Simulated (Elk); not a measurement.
# ZnS (F-43m): refractive index against wavelength

The refractive index of ZnS (F-43m) below the direct gap (2.10 eV on the mesh) is read from one computed spectrum, n = √(Re ε).

It takes space group F-43m (No. 216, cubic). Conventional cell: a = 5.404 Å, b = 5.404 Å, c = 5.404 Å, α = 90.00°, β = 90.00°, γ = 90.00°. Zn on site c is surrounded by 4 S at 2.34 Å. Around S on site a lie 4 Zn at 2.34 Å.

Method: Elk 11.2.3 (patched build), PBE, independent particles, k-mesh 11×11×11, Lorentzian half width 0.15 eV.

Launch of the response step: `OMP_NUM_THREADS=4 elk`. The run took 17 s, its band step included, on 4 threads of Intel(R) Xeon(R) Platinum 8488C (Sapphire Rapids), on a shared host.

```
wavelength (nm)  photon energy E (eV)       n
           3000                 0.413  2.4893
           2000                 0.620  2.4972
           1550                 0.800  2.5069
           1310                 0.946  2.5170
           1064                 1.165  2.5362
            850                 1.459       ?
```

In the single-oscillator model n² − 1 = E₀E_d/(E₀² − E²), so 1/(n² − 1) = E₀/E_d − E²/(E₀E_d) is linear in E².

Working, on the rows shown:

| x = E² (eV²) | y = 1/(n² − 1) |
| --- | --- |
| 0.170801 | 0.192433 |
| 0.384302 | 0.190985 |
| 0.639837 | 0.189231 |
| 0.895757 | 0.187431 |
| 1.35784 | 0.184084 |

Means: x̄ = 0.68971, ȳ = 0.18883. Σ(x − x̄)(y − ȳ) = -0.006007, Σ(x − x̄)² = 0.8539. Slope = -0.006007 / 0.8539 = -0.007035; intercept = ȳ − slope · x̄ = 0.19368. Turned back into n, the line misses the rows shown by at most 0.00028.

Q: What does the fit predict for the withheld row, and how well does it do?

A: At x = 2.1276 the line gives y = 0.17872, that is 2.5682. The run gave 2.5716, so the extrapolation is off by 0.0034, 4 % of the range in the table.

Refitted with all rows, the slope is -0.007297 and the intercept 0.19383. These give E₀ = √(intercept/−slope) = 5.15 eV and E_d = E₀/intercept = 26.6 eV; E₀ is 2.4 times the direct gap. The electronic limit at long wavelengths, without lattice vibrations, is n = √(1 + 1/intercept) = 2.482. The cell comes from an older database entry, whose edges can be off by a per cent or so. Excitons are left out and so are local fields; PBE gaps are as a rule too small. The values come from a sum over the points of one k-mesh and carry its error, which grows as the direct gap shrinks.

[Logs are printed without paths, hosts, clocks, repeated set-up lines and the standing remarks that a program may print on its own settings, such as how far it seeks lower states.]
